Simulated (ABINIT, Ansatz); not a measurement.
# Quasiparticle gap of MgH2 (P4_2/mnm) in ABINIT

Aim: the G0W0 gap of MgH2 (P4_2/mnm) on PBE, step by step.

Program: ABINIT 10.8.3. Level of theory: PBE and many-body steps on it, plane waves. Results are calculated unless marked as measured.

**The experiments to reproduce.**

- Gap 5.6 ± 0.1 eV: optical band gap from transmission onset (total and diffuse); optical transmission and ellipsometry; 300 K; film (polycrystalline Pd-capped film on quartz, hydrogenated at 100 bar and 100 C, measured in 1 bar H2) (“Optical properties of MgH2 measured in situ in a novel gas cell for ellipsometry/spectrophotometry”, 2003, arxiv:cond-mat/0305418).

**1. Set-up**

It takes space group P4_2/mnm (No. 136, tetragonal). The conventional cell has a = 4.517 Å, b = 4.517 Å, c = 3.020 Å, α = 90.00°, β = 90.00°, γ = 90.00°. Mg has 6 H at 1.95 Å nearest. H has 3 Mg at 1.95 Å nearest. Farther neighbours are not listed.

The cell and positions come from the Crystallography Open Database and are kept as given unless a step says otherwise.

**2. Ground state**

This step: ABINIT 10.8.3; DFT, PBE, plane waves, norm-conserving pseudopotentials.

The ground-state density comes first.

Contents of run.abi:

```
acell 3*1.0 Angstrom
rprim 
  4.516800000000 0.000000000000 0.000000000000
  0.000000000000 4.516800000000 0.000000000000
  0.000000000000 0.000000000000 3.020500000000
ntypat 2
znucl 12 1
natom 6
typat 1 1 2 2 2 2
xred 
  0.000000000000 0.000000000000 0.000000000000
  0.500000000000 0.500000000000 0.500000000000
  0.306000000000 0.306000000000 0.000000000000
  0.194000000000 0.806000000000 0.500000000000
  0.694000000000 0.694000000000 0.000000000000
  0.806000000000 0.194000000000 0.500000000000
pp_dirpath "pseudos"
pseudos "Mg.upf, H.upf"
ecut 38
ngkpt 4 4 6
nshiftk 1
shiftk 0 0 0
kptopt 1
chksymbreak 0
nband 19
occopt 1
tolvrs 1e-10
nstep 60
prtwf 0
indata_prefix "in"
outdata_prefix "out"
tmpdata_prefix "tmp"
```

Launch:

```sh
OMP_NUM_THREADS=1 mpirun -n 4 abinit run.abi > log
```

Numbers of over 12 decimals in the logs are rounded to 6 here.

What it wrote:

```text
.Version 10.8.3 of ABINIT. v10.8.2 released Aug 2026.

 Symmetries : space group P4_2/m n m (#136); Bravais tP (primitive tetrag.)
================================================================================
 Values of the parameters that define the memory need of the present run
     intxc =       0    ionmov =       0      iscf =       7    lmnmax =       4
     lnmax =       4     mgfft =      48  mpssoang =       2    mqgrid =    3001
     natom =       6  nloc_mem =       1    nspden =       1   nspinor =       1
    nsppol =       1      nsym =      16    n1xccc =       0    ntypat =       2
    occopt =       1   xclevel =       2
-    mband =          19        mffmem =           1         mkmem =           6
       mpw =        4668          nfft =       73728          nkpt =          24
================================================================================
  Rough estimation (10% accuracy) of disk space for files :
================================================================================

--------------------------------------------------------------------------------
------------- Echo of variables that govern the present computation ------------
--------------------------------------------------------------------------------
 -outvars: echo values of preprocessed input variables --------
            acell      1.8897261259E+00  1.8897261259E+00  1.8897261259E+00 Bohr

      chksymbreak           0
             ecut      3.80000000E+01 Hartree
-          fftalg         312

              ixc     -101130
              kpt      0.00000000E+00  0.00000000E+00  0.00000000E+00
                       2.50000000E-01  0.00000000E+00  0.00000000E+00
                       5.00000000E-01  0.00000000E+00  0.00000000E+00
                       2.50000000E-01  2.50000000E-01  0.00000000E+00
                       5.00000000E-01  2.50000000E-01  0.00000000E+00
                       5.00000000E-01  5.00000000E-01  0.00000000E+00
                       0.00000000E+00  0.00000000E+00  1.66666667E-01
                       2.50000000E-01  0.00000000E+00  1.66666667E-01
                       5.00000000E-01  0.00000000E+00  1.66666667E-01
   [... 13 further rows ...]
                       5.00000000E-01  2.50000000E-01  5.00000000E-01
                       5.00000000E-01  5.00000000E-01  5.00000000E-01
         kptrlatt        4    0    0      0    4    0      0    0    6
          kptrlen      3.41420599E+01
P           mkmem           6
            natom           6
            nband          19
            ngfft          48      48      32
             nkpt          24
            nstep          60
             nsym          16
           ntypat           2
              occ      2.000000  2.000000  2.000000  2.000000  2.000000  2.000000
                       2.000000  2.000000  2.000000  2.000000  2.000000  2.000000
                       0.000000  0.000000  0.000000  0.000000  0.000000  0.000000
                       0.000000
            prtwf           0
            rprim      4.5168000000E+00  0.0000000000E+00  0.0000000000E+00
[...]
spgroup         136

           tolvrs      1.00000000E-10

             xred      0.0000000000E+00  0.0000000000E+00  0.0000000000E+00
[...]
znucl       12.00000    1.00000

================================================================================

 chkinp: Checking input parameters for consistency.

================================================================================
== DATASET  1 ==================================================================
-   mpi_nproc: 4, omp_nthreads: 1 (-1 if OMP is not activated)

--- !DatasetInfo
iteration_state: {dtset: 1, }
dimensions: {natom: 6, nkpt: 24, mband: 19, nsppol: 1, nspinor: 1, nspden: 1, mpw: 4668, }
cutoff_energies: {ecut:  38.0, pawecutdg:  -1.0, }
electrons: {nelect:   2.40000000E+01, charge:   0.00000000E+00, occopt:   1.00000000E+00, tsmear:   1.00000000E-02, }

 Real(R)+Recip(G) space primitive vectors, cartesian coordinates (Bohr,Bohr^-1):
 R(1)=  8.5355150  0.0000000  0.0000000  G(1)=  0.1171575  0.0000000  0.0000000
 R(2)=  0.0000000  8.5355150  0.0000000  G(2)=  0.0000000  0.1171575  0.0000000
 R(3)=  0.0000000  0.0000000  5.7079178  G(3)=  0.0000000  0.0000000  0.1751952
 Unit cell volume ucvol=  4.1585044E+02 bohr^3
 Angles (23,13,12)=  9.00000000E+01  9.00000000E+01  9.00000000E+01 degrees

 getcut: wavevector=  0.0000  0.0000  0.0000  ngfft=  48  48  32
         ecut(hartree)=     38.000   => boxcut(ratio)=   2.02030

--- Pseudopotential description ------------------------------------------------
- Mg Generated using ONCVPSP code by D. R. Hamann
- 12.00000  10.00000  171031                  znucl, zion, pspdat
12 -101130 1 -1 1510                          pspcod,pspxc,lmax,lloc,mmax
     nproj     2     2
  pspatm : epsatm=    9.22893308
         --- l  ekb(1:nproj) -->
[...]
pspatm: atomic psp has been read  and splines computed

- H Generated using ONCVPSP code by D. R. Hamann
-  1.00000   1.00000  171031                  znucl, zion, pspdat
12 -101130 1 -1 1166                          pspcod,pspxc,lmax,lloc,mmax
     nproj     2     1
  pspatm : epsatm=    0.36186929
         --- l  ekb(1:nproj) -->
[...]
ETOT  2  -121.16415145625    -5.918E-02 1.136E-03 1.163E+00
 ETOT  3  -121.16426221895    -1.108E-04 1.738E-03 7.775E-02
 ETOT  4  -121.16426658867    -4.370E-06 2.658E-04 8.957E-03
 ETOT  5  -121.16426743787    -8.492E-07 2.359E-04 5.197E-04
 ETOT  6  -121.16426752583    -8.795E-08 6.163E-05 1.664E-05
 ETOT  7  -121.16426752711    -1.286E-09 2.916E-05 1.597E-07
 ETOT  8  -121.16426752713    -1.911E-11 2.844E-05 1.695E-09
 ETOT  9  -121.16426752713     4.263E-14 5.595E-06 1.618E-11

 At SCF step    9       vres2   =  1.62E-11 < tolvrs=  1.00E-10 =>converged.

 Cartesian components of stress tensor (hartree/bohr^3)
  sigma(1 1)=  2.09727838E-05  sigma(3 2)=  0.00000000E+00
  sigma(2 2)=  2.09727838E-05  sigma(3 1)=  0.00000000E+00
  sigma(3 3)=  2.53814343E-05  sigma(2 1)=  0.00000000E+00

--- !ResultsGS
iteration_state: {dtset: 1, }
comment   : Summary of ground state results
lattice_vectors:
- [  8.5355150,   0.0000000,   0.0000000, ]
- [  0.0000000,   8.5355150,   0.0000000, ]
- [  0.0000000,   0.0000000,   5.7079178, ]
lattice_lengths: [   8.53551,    8.53551,    5.70792, ]
lattice_angles: [ 90.000,  90.000,  90.000, ] # degrees, (23, 13, 12)
lattice_volume:   4.1585044E+02
convergence: {deltae:  4.263E-14, res2:  1.618E-11, residm:  5.595E-06, diffor: null, }
etotal    :  -1.21164268E+02
entropy   :   0.00000000E+00
fermie    :   1.47601763E-02
cartesian_stress_tensor: # hartree/bohr^3
- [  2.09727838E-05,   0.00000000E+00,   0.00000000E+00, ]
- [  0.00000000E+00,   2.09727838E-05,   0.00000000E+00, ]
- [  0.00000000E+00,   0.00000000E+00,   2.53814343E-05, ]
pressure_GPa:  -6.6028E-01
xred      :
- [  0.0000E+00,   0.0000E+00,   0.0000E+00, Mg]
- [  5.0000E-01,   5.0000E-01,   5.0000E-01, Mg]
- [  3.0600E-01,   3.0600E-01,   0.0000E+00,  H]
- [  1.9400E-01,   8.0600E-01,   5.0000E-01,  H]
- [  6.9400E-01,   6.9400E-01,   0.0000E+00,  H]
- [  8.0600E-01,   1.9400E-01,   5.0000E-01,  H]
cartesian_forces: # hartree/bohr
- [ -1.80700362E-20,  -0.00000000E+00,  -0.00000000E+00, ]
- [ -1.80700362E-20,  -0.00000000E+00,  -0.00000000E+00, ]
- [ -8.41091930E-04,  -8.41091930E-04,  -0.00000000E+00, ]
- [  8.41091930E-04,  -8.41091930E-04,  -0.00000000E+00, ]
- [  8.41091930E-04,   8.41091930E-04,  -0.00000000E+00, ]
- [ -8.41091930E-04,   8.41091930E-04,  -0.00000000E+00, ]
force_length_stats: {min:   1.80700362E-20, max:   1.18948361E-03, mean:   7.92989077E-04, }

 Integrated electronic density in atomic spheres:
 ------------------------------------------------
 Atom  Sphere_radius  Integrated_density
[...]
================================================================================

 ----iterations are completed or convergence reached----

 Mean square residual over all n,k,spin=   23.315E-09; max=  55.950E-07
 reduced coordinates (array xred) for    6 atoms
[...]
0.306000000000      0.306000000000      0.000000000000
       0.194000000000      0.806000000000      0.500000000000
       0.694000000000      0.694000000000      0.000000000000
       0.806000000000      0.194000000000      0.500000000000
 rms dE/dt=  4.7861E-03; max dE/dt=  7.1792E-03; dE/dt below (all hartree)
    1       0.000000000000      0.000000000000      0.000000000000
    2       0.000000000000      0.000000000000      0.000000000000
    3       0.007179152758      0.007179152758      0.000000000000
    4      -0.007179152758      0.007179152758      0.000000000000
    5      -0.007179152758     -0.007179152758      0.000000000000
    6       0.007179152758     -0.007179152758      0.000000000000

 cartesian coordinates (angstrom) at end:
    1      0.000000     0.000000     0.000000
    2      2.258400     2.258400     1.510250
    3      1.382141     1.382141     0.000000
    4      0.876259     3.640541     1.510250
[...]
cartesian forces (hartree/bohr) at end:
[...]
frms,max,avg= 5.6072795E-04 8.4109193E-04   0.000E+00  0.000E+00  0.000E+00 h/b

 cartesian forces (eV/Angstrom) at end:
[...]
2     -0.000000    -0.000000    -0.000000
    3     -0.043251    -0.043251    -0.000000
    4      0.043251    -0.043251    -0.000000
    5      0.043251     0.043251    -0.000000
    6     -0.043251     0.043251    -0.000000
 frms,max,avg= 2.8833791E-02 4.3250686E-02   0.000E+00  0.000E+00  0.000E+00 e/A
 length scales=  1.889726125908  1.889726125908  1.889726125908 bohr
              =  1.000000000000  1.000000000000  1.000000000000 angstroms
 prteigrs : about to open file out_EIG
 Fermi (or HOMO) energy (hartree) =   0.01476   Average Vxc (hartree)=  -0.31489
 Eigenvalues (hartree) for nkpt=  24  k points:
 kpt#   1, nband= 19, wtk=  0.01042, kpt=  0.0000  0.0000  0.0000 (reduced coord)
  -2.69046   -2.69043   -1.46976   -1.46976   -1.46897   -1.46897   -1.46813   -1.46805
  -0.21923   -0.03593   -0.03593   -0.00142    0.19137    0.20386    0.35151    0.35151
   0.41956    0.42899    0.46543
 prteigrs : prtvol=0 or 1, do not print more k-points.

--- !EnergyTerms
iteration_state     : {dtset: 1, }
comment             : Components of total free energy in Hartree
kinetic             :  7.02439995745183E+01
hartree             :  4.64210663204185E+01
xc                  : -1.73208382187402E+01
Ewald energy        : -5.21522509190408E+01
psp_core            :  1.14879821193361E+00
local_psp           : -1.32969698070057E+02
non_local_psp       : -3.65353444261623E+01
total_energy        : -1.21164267527130E+02
total_energy_eV     : -3.29704768289211E+03
band_energy         : -2.88999137457347E+01

 Cartesian components of stress tensor (hartree/bohr^3)
  sigma(1 1)=  2.09727838E-05  sigma(3 2)=  0.00000000E+00
  sigma(2 2)=  2.09727838E-05  sigma(3 1)=  0.00000000E+00
  sigma(3 3)=  2.53814343E-05  sigma(2 1)=  0.00000000E+00

-Cartesian components of stress tensor (GPa)         [Pressure= -6.6028E-01 GPa]
- sigma(1 1)=  6.17040603E-01  sigma(3 2)=  0.00000000E+00
- sigma(2 2)=  6.17040603E-01  sigma(3 1)=  0.00000000E+00
- sigma(3 3)=  7.46747580E-01  sigma(2 1)=  0.00000000E+00

== END DATASET(S) ==============================================================
================================================================================

 -outvars: echo values of variables after computation  --------
           etotal     -1.2116426753E+02
            nband          19
             nkpt          24
          spgroup         136
 [... the other variables as echoed above ...]

 Calculation completed.
```

Run time: 14 s. Hardware: 4 MPI ranks of Arm Neoverse V1, shared host; peak memory 0.32 GiB.

This step gave:

```
total energy               : -3297.0477 eV
gap                        : 3.895 eV
k of the valence top       : 0.25, 0, 0
k of the conduction bottom : 0.5, 0.5, 0.5
least direct gap           : 4.666 eV
pressure                   : -0.6603 GPa
```

The gap is indirect, with the least direct gap 0.77 eV higher.

The cutoff was set for levels, not for stress, so the pressure can be off by some GPa.

(Part 1 of 3 ends here.)

[Paths, hosts, dates, memory and timing lines, banners, echoed tables and standing remarks are left out of the program output.]

[Logs are printed without paths, hosts, clocks, repeated set-up lines and the standing remarks that a program may print on its own settings, such as how far it seeks lower states.]

[Runs of the session that timed out or met a known fault of the program may be left out.]

[Hosts, paths, dates, database ids (printed as entryN), source tags and the programs' standing remarks are cut or masked in the printed files.]

[G0W0 gaps are taken among the corrected bands and points alone; a level outside them can change the order at an edge.]

[Where Ansatz stands beside ABINIT at settings called matched, ABINIT's density can come from a denser mesh and the files from another edition; pairs whose starting gaps differed by over 0.03 eV were left out, so agreement reads better than it is.]
